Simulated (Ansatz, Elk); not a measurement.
**How far do independent atoms describe CrFeSiN?**

The structure of CrFeSiN used here is made up (a known structure type with other elements) and was relaxed beforehand with PBE. The aim is the Fourier transform of its all-electron density, F(hkl), set beside the sum over free spherical atoms that refinements use.

Program: Elk 11.2.3 (patched build). Level of theory: DFT, PBE, all-electron APW+lo, Dirac cores, scalar-relativistic bands, static density, no spin. Results are calculated unless marked as measured.

The structure was built from a prototype and need not be the compound's stable phase.

## (1) Starting point

The structure is trigonal, space group P-3m1 (No. 164). Conventional cell: a = 2.811 Å, b = 2.811 Å, c = 11.841 Å, α = 90.00°, β = 90.00°, γ = 120.00°. Fe has 3 N at 1.94 Å and 3 Si at 2.46 Å nearest. Nearest to Cr lie 3 N at 1.95 Å and 3 Si at 2.53 Å. Si has 3 Fe at 2.46 Å and 3 Cr at 2.53 Å nearest. N has 6 Fe at 1.94 Å nearest. N has 6 Cr at 1.95 Å nearest. Farther neighbours and most contacts between anions are not listed.

Coordinates:

```cif
data_structure
_symmetry_space_group_name_H-M 'P 1'
_symmetry_Int_Tables_number 1
_cell_length_a 2.8114
_cell_length_b 2.8114
_cell_length_c 11.8413
_cell_angle_alpha 90.000
_cell_angle_beta 90.000
_cell_angle_gamma 120.000
_cell_volume 81.05
loop_
_atom_site_label
_atom_site_type_symbol
_atom_site_fract_x
_atom_site_fract_y
_atom_site_fract_z
_atom_site_occupancy
Fe1 Fe 0.33333 0.66667 0.08932 1
Fe2 Fe 0.66667 0.33333 0.91068 1
Cr3 Cr 0.66667 0.33333 0.59144 1
Cr4 Cr 0.33333 0.66667 0.40856 1
Si5 Si 0.66667 0.33333 0.24497 1
Si6 Si 0.33333 0.66667 0.75503 1
N7 N 0.00000 0.00000 0.00000 1
N8 N 0.00000 0.00000 0.50000 1
```

## (2) Ground state and structure factors

An all-electron density is needed, since X-rays see the cores too. Task 0 finds the density and task 195 Fourier-transforms it; tshift is off so that phases refer to the origin typed.

Contents of elk.in:

```
tasks
  0
  195

xctype
  20

spinpol
  .false.

rgkmax
  7.0

gmaxvr
  14.0

lmaxo
  7

lmaxapw
  8

swidth
  0.002

tshift
  .false.

ramdisk
  .false.

hmaxvr
  5.5

maxscl
  120

epspot
  1e-06

sppath
  './'

avec
  5.31275103648 -0.00000000000 -0.00000000000
  -2.65637551824 4.60097736158 0.00000000000
  -0.00000000000 -0.00000000000 22.37681493140

atoms
  4
  'Fe.in'
  2
  0.3333333333 0.6666666667 0.0893247837   0.000000 0.000000 0.000000
  0.6666666667 0.3333333333 0.9106752163   0.000000 0.000000 0.000000
  'Cr.in'
  2
  0.6666666667 0.3333333333 0.5914422191   0.000000 0.000000 0.000000
  0.3333333333 0.6666666667 0.4085577809   0.000000 0.000000 0.000000
  'Si.in'
  2
  0.6666666667 0.3333333333 0.2449663987   0.000000 0.000000 0.000000
  0.3333333333 0.6666666667 0.7550336013   0.000000 0.000000 0.000000
  'N.in'
  2
  -0.0000000000 -0.0000000000 0.0000000000   0.000000 0.000000 0.000000
  0.0000000000 0.0000000000 0.5000000000   0.000000 0.000000 0.000000

ngridk
  9 9 2
```

On the command line:

```bash
> OMP_NUM_THREADS=4 elk
```

Numbers of over 12 decimals in the logs are rounded to 6 here.

The program printed:

```text
┌─────────────────────────┐
│ Elk code version 11.2.3 │
└─────────────────────────┘

All units are atomic (Hartree, Bohr, etc.)

┌─────────────────────────────────────────────────┐
│ Ground-state run starting from atomic densities │
└─────────────────────────────────────────────────┘

Lattice vectors :
   5.312751036      -0.000000000      -0.000000000
  -2.656375518       4.600977362       0.000000000
  -0.000000000      -0.000000000       22.37681493

Reciprocal lattice vectors :
   1.182661349      0.6828098481       0.000000000
   0.000000000       1.365619696       0.000000000
   0.000000000       0.000000000      0.2807899751

Unit cell volume      :    546.9754460
Brillouin zone volume :   0.4534942386

Muffin-tin inner radius fraction :   0.1000000000E-01

Nuclei treated as point charges

Species : 1 (Fe)
 parameters loaded from : Fe.in
 name : iron
 nuclear charge    :   -26.00000000
 electronic charge :    26.00000000
 atomic mass :    101799.2075
 muffin-tin radius :    2.063486185
 number of radial points in muffin-tin :    993
 inner part over the whole radius :   0.9874675983E-02
 number on inner part of muffin-tin    :    697
 approximate nuclear radius :   0.7160107270E-04
 number of mesh points to nuclear radius :    335
 atomic positions (lattice), magnetic fields (Cartesian) :
  1 :   0.33333333 -0.33333333  0.08932478    0.00000000  0.00000000  0.00000000
  2 :  -0.33333333  0.33333333 -0.08932478    0.00000000  0.00000000  0.00000000

Species : 2 (Cr)
 parameters loaded from : Cr.in
 name : chromium
 nuclear charge    :   -24.00000000
 electronic charge :    24.00000000
 atomic mass :    94783.09202
 muffin-tin radius :    2.211269194
 number of radial points in muffin-tin :    993
 inner part over the whole radius :   0.9943369803E-02
 number on inner part of muffin-tin    :    698
 approximate nuclear radius :   0.6987106690E-04
 number of mesh points to nuclear radius :    330
 atomic positions (lattice), magnetic fields (Cartesian) :
  1 :  -0.33333333  0.33333333 -0.40855778    0.00000000  0.00000000  0.00000000
  2 :   0.33333333 -0.33333333  0.40855778    0.00000000  0.00000000  0.00000000

Species : 3 (Si)
 parameters loaded from : Si.in
 name : silicon
 nuclear charge    :   -14.00000000
 electronic charge :    14.00000000
 atomic mass :    51196.73458
 muffin-tin radius :    2.200000000
 number of radial points in muffin-tin :    793
 inner part over the whole radius :   0.9899632250E-02
 number on inner part of muffin-tin    :    553
 approximate nuclear radius :   0.5963282101E-04
 number of mesh points to nuclear radius :    246
 atomic positions (lattice), magnetic fields (Cartesian) :
  1 :  -0.33333333  0.33333333  0.24496640    0.00000000  0.00000000  0.00000000
  2 :   0.33333333 -0.33333333 -0.24496640    0.00000000  0.00000000  0.00000000

Species : 4 (N)
 parameters loaded from : N.in
 name : nitrogen
 nuclear charge    :   -7.000000000
 electronic charge :    7.000000000
 atomic mass :    25532.65216
 muffin-tin radius :    1.425913573
 number of radial points in muffin-tin :    593
 inner part over the whole radius :   0.9919011723E-02
 number on inner part of muffin-tin    :    404
 approximate nuclear radius :   0.4939692610E-04
 number of mesh points to nuclear radius :    172
 atomic positions (lattice), magnetic fields (Cartesian) :
  1 :   0.00000000  0.00000000  0.00000000    0.00000000  0.00000000  0.00000000
  2 :   0.00000000  0.00000000  0.50000000    0.00000000  0.00000000  0.00000000

Total number of atoms per unit cell :    8
Total muffin-tin volume :    277.6828692
 ratio of muffin-tin to unit cell volume :   0.5076697157

Spin treatment :
 spin-unpolarised

Number of Bravais lattice symmetries :   24
Number of crystal symmetries         :   12
Crystal has inversion symmetry
Real symmetric eigensolver will be used

k-point grid :      9     9     2
k-point offset :    0.000000000       0.000000000       0.000000000
k-point set is reduced with full crystal symmetry group
[...]
Density of states at Fermi energy :    126.9617438
 (states/Hartree/unit cell)

Estimated indirect band gap :   0.1002743444E-02
 from k-point 10 to k-point 23
Estimated direct band gap   :   0.7689037491E-02
 at k-point 2

Charges :
 core                        :    64.00000000
 valence                     :    78.00000000
 interstitial                :    13.08320415
 muffin-tins (core leakage)
  species : 1 (Fe)
[...]
species : 2 (Cr)
[...]
species : 3 (Si)
[...]
species : 4 (N)
[...]
total in muffin-tins        :    128.9167959
 total calculated charge     :    141.9942960
 total charge                :    142.0000000
 error                       :   0.5703988265E-02

RMS change in Kohn-Sham potential (target) :    1.801527804     (  0.1000000000E-05)
Absolute change in total energy (target)   :    8.483388488     (  0.1000000000E-03)

[... loops 3 to 29 left out ...]

┌──────────────────┐
│ Loop number : 30 │
└──────────────────┘

Energies :
 Fermi                       :     0.430882
 sum of occupied eigenvalues :     -3051.5535038956
 electron kinetic            :      5397.0030835917
 core electron kinetic       :      4884.1848716912
 Coulomb                     :     -10468.783781327
 Coulomb potential           :     -8104.7898094542
 nuclear-nuclear             :     -938.89997573495
 electron-nuclear            :     -10986.941051124
 Hartree                     :      1457.0572455321
 Madelung                    :     -6416.3888766002
 xc potential                :     -343.76677803315
 exchange                    :     -258.91150268686
 correlation                 :     -6.297988
 electron entropic           :    -0.23657810617831E-02
 total energy                :     -5336.9925546489

Density of states at Fermi energy :    178.5668250
 (states/Hartree/unit cell)

Estimated indirect band gap :   0.3499564543E-03
 from k-point 20 to k-point 10
Estimated direct band gap   :   0.6972090949E-02
 at k-point 12

Charges :
 core                        :    64.00000000
 valence                     :    78.00000000
 interstitial                :    12.50712821
 muffin-tins (core leakage)
  species : 1 (Fe)
[...]
species : 2 (Cr)
[...]
species : 3 (Si)
[...]
species : 4 (N)
[...]
total in muffin-tins        :    129.4928718
 total calculated charge     :    141.9948065
 total charge                :    142.0000000
 error                       :   0.5193549366E-02

RMS change in Kohn-Sham potential (target) :   0.7990558266E-06 (  0.1000000000E-05)
Absolute change in total energy (target)   :   0.9322147889E-06 (  0.1000000000E-03)

Convergence targets achieved

┌──────────────────┐
│ Loop number : 31 │
└──────────────────┘

Energies :
 Fermi                       :     0.430882
 sum of occupied eigenvalues :     -3051.5535072540
 electron kinetic            :      5397.0030880124
 core electron kinetic       :      4884.1848704093
 Coulomb                     :     -10468.783786160
 Coulomb potential           :     -8104.7898152587
 nuclear-nuclear             :     -938.89997573495
 electron-nuclear            :     -10986.941055249
 Hartree                     :      1457.0572448233
 Madelung                    :     -6416.3888785311
 xc potential                :     -343.76678000781
 exchange                    :     -258.91150306737
 correlation                 :     -6.297988
 electron entropic           :    -0.23657844904355E-02
 total energy                :     -5336.9925554556

Density of states at Fermi energy :    178.5671255
 (states/Hartree/unit cell)

Estimated indirect band gap :   0.3499627743E-03
 from k-point 20 to k-point 10
Estimated direct band gap   :   0.6972085255E-02
 at k-point 12

Charges :
 core                        :    64.00000000
 valence                     :    78.00000000
 interstitial                :    12.50712793
 muffin-tins (core leakage)
  species : 1 (Fe)
[...]
species : 2 (Cr)
[...]
species : 3 (Si)
[...]
atom 2                    :    12.27369225     (  0.1339167061E-02)
  species : 4 (N)
   atom 1                    :    5.363229929     (  0.9177640534E-05)
   atom 2                    :    5.427636871     (  0.9259211711E-05)
 total in muffin-tins        :    129.4928721
 total calculated charge     :    141.9948065
 total charge                :    142.0000000
 error                       :   0.5193549938E-02

┌──────────────────────────────┐
│ Self-consistent loop stopped │
└──────────────────────────────┘

Warning : the lowest level lies among the core levels :   -2.770466575      -2.896755566

Warning : core states of species 3 leak from the muffin-tin :   0.1339167061E-02

Wrote STATE.OUT
```

Wall time 63 s (4 threads of INTEL XEON PLATINUM 8581C at 2.10GHz (Emerald Rapids), shared host); peak memory 0.25 GiB.

SFACRHO.OUT:

```text

h k l indices transformed by vhmat matrix:
   1.000000000       0.000000000       0.000000000    
   0.000000000       1.000000000       0.000000000    
   0.000000000       0.000000000       1.000000000    

      h      k      l  multipl.   |H|            Re(F)            Im(F)           |F|

      0      0      0      1   0.0000000       142.00000      0.22530351E-16   142.00000    
      0      0     -1      2  0.28078998       4.6437089      0.14349601E-14   4.6437089    
      0      0      2      2  0.56157995       27.063863     -0.90013563E-15   27.063863    
      0      0      3      2  0.84236993      -1.0343996      0.31934580E-14   1.0343996    
      0      0      4      2   1.1231599      -21.086209     -0.71921657E-14   21.086209    
     -1      1      0      6   1.3656197      -37.994556     -0.42681203E-13   37.994556    
     -1      0      1      6   1.3941880       16.125087      0.87361716E-15   16.125087    
      1      0      1      6   1.3941880      -20.579090      0.98763258E-14   20.579090    
      0      0      5      2   1.4039499     -0.43075408     -0.11279483E-13  0.43075408    
      1     -1      2      6   1.4765802       4.6701168      0.39559027E-14   4.6701168    
     -1      0     -2      6   1.4765802      0.83627722      0.36861340E-14  0.83627722    
     -1      1      3      6   1.6045262      -75.262173     -0.71907655E-13   75.262173    
      1      0     -3      6   1.6045262       76.036875     -0.13983011E-13   76.036875    
      0      0     -6      2   1.6847399      -75.015154      0.10958085E-13   75.015154    
      0      1      4      6   1.7681644       25.897152      0.13657374E-13   25.897152    
      1     -1     -4      6   1.7681644       15.042050     -0.12410468E-14   15.042050    
     -1      1      5      6   1.9585690      -2.3582447      0.27385516E-14   2.3582447    
      0      1      5      6   1.9585690       2.6556656      0.27391396E-14   2.6556656
```

Elk indexes on the primitive cell of elk.in and gives |H| = 4π sin θ/λ in inverse bohr. Below, one row stands for each form hkl of the conventional cell (m members, Friedel mates merged), F is for one primitive cell and the density is static (no thermal factor). Free-atom factors are Waasmaier and Kirfel's, and R is Σm||F|−|F'||/Σm|F|. Elk warned that it couldn't find a linearisation energy, which lowers the accuracy of some states in this run and its variants.

```
hkl  m  sin θ/λ (Å⁻¹)  abs F, DFT  neutral atoms   diff.
001  2          0.042       4.644          4.553  +0.091
002  2          0.085      27.064         26.981  +0.083
003  2          0.127       1.034          0.921  +0.113
004  2          0.169      21.086         21.521  -0.435
100  6          0.205      37.995         38.571  -0.576
011  6          0.210      16.125         16.670  -0.545
101  6          0.210      20.579         20.554  +0.025
005  2          0.211       0.431          0.314  +0.116
012  6          0.222       4.670          3.616  +1.054
102  6          0.222       0.836          0.737  +0.100
103  6          0.241      75.262         76.050  -0.788
013  6          0.241      76.037         76.824  -0.787
006  2          0.253      75.015         76.700  -1.684
014  6          0.266      25.897         25.729  +0.168
104  6          0.266      15.042         15.179  -0.137
105  6          0.294       2.358          2.338  +0.020
015  6          0.294       2.656          2.500  +0.156
007  2          0.296       8.242          8.238  +0.005
106  6          0.326      43.971         44.160  -0.189
016  6          0.326      41.151         41.391  -0.240
008  2          0.338      10.348         10.772  -0.424
110  6          0.356      77.346         77.527  -0.180
```

[end of part 1 of 2]

[Logs are printed without paths, hosts, clocks, repeated set-up lines and the standing remarks that a program may print on its own settings, such as how far it seeks lower states.]

[Hosts, paths, dates, database ids (printed as entryN), source tags and the programs' standing remarks are cut or masked in the printed files.]
